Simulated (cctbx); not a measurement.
# Which space group?

Cell: a = 4.8700 Å, b = 4.8700 Å, c = 4.8700 Å, α = 90.00°, β = 90.00°, γ = 90.00°. Expected content of the cell: W1 Cs1 S3.

Simulated single-crystal data (cctbx): Cu Kα, λ = 1.54184 Å, to d = 0.83 Å, 95 % of the full sphere, strongest reflection 40000 counts, noise from counting, a 3 % proportional error and a noise floor of 8 counts (s.d.); no absorption, some extinction.

A first pass over the reflections prints:

```text
798 reflections to d = 0.835 A
centring   violations  <I/sigma> of those
    A        416 of   416     24.9
    B        422 of   422     25.0
    C        422 of   422     24.9
    I        343 of   397     16.5
    R        499 of   540     23.5
    F        630 of   630     24.9
Laue class    unique    Rint  (classes that these axes allow; Friedel mates merged)
P -1              420   0.018
P 1 2/m 1         240   0.021
P 1 1 2/m         240   0.020
P 2/m 1 1         240   0.020
P m m m           149   0.022
P 4/m             123   0.023
P 4/m m m          87   0.023
R -3 :R           143   0.023
R -3 m :R          93   0.023
P m -3             52   0.024
P m -3 m           38   0.024
space group    extra absences  I>4sigma  <I/sigma>
P 4 3 2                 0          0         -  acentric
P -4 3 m                0          0         -  acentric
P m -3 m                0          0         -  centric
Wilson B = 1.89 A^2   <|E^2-1|> = 0.676 (0.968 centric, 0.736 acentric)   E^2>4: 0.0 %
shell (A)         n   <I/sigma>
 4.87 - 1.20     15     97.6
 1.20 - 0.96     11    104.2
 0.96 - 0.84     12     99.9
```

Q: Read the symmetry from these tables.

Every centring test has many violations, so the lattice is primitive.

Rint stays low (0.018 to 0.024) up to P m -3 m, the highest class in these axes.

3 settings pass the absence test. No glide or screw absences show, which leaves P 4 3 2, P -4 3 m and P m -3 m.

⟨|E²−1|⟩ = 0.676 leans to a non-centrosymmetric structure, or to twinning, which lowers it. Here that hint misleads: the statistic assumes many like atoms on general positions, and few, heavy or special-position atoms break it. The Wilson B of 1.89 Å² means U ≈ 0.0239 Å².

The true group is Pm-3m (no. 221), Laue class m-3m, centrosymmetric. The tables only narrow the choice to the tied entries; cell content, site symmetry and trial solutions must settle it.

The model is made up (kin elements in a known structure type, no relaxation), so it says nothing on whether the phase exists.

[Logs are printed without paths, hosts, clocks, repeated set-up lines and the standing remarks that a program may print on its own settings, such as how far it seeks lower states.]
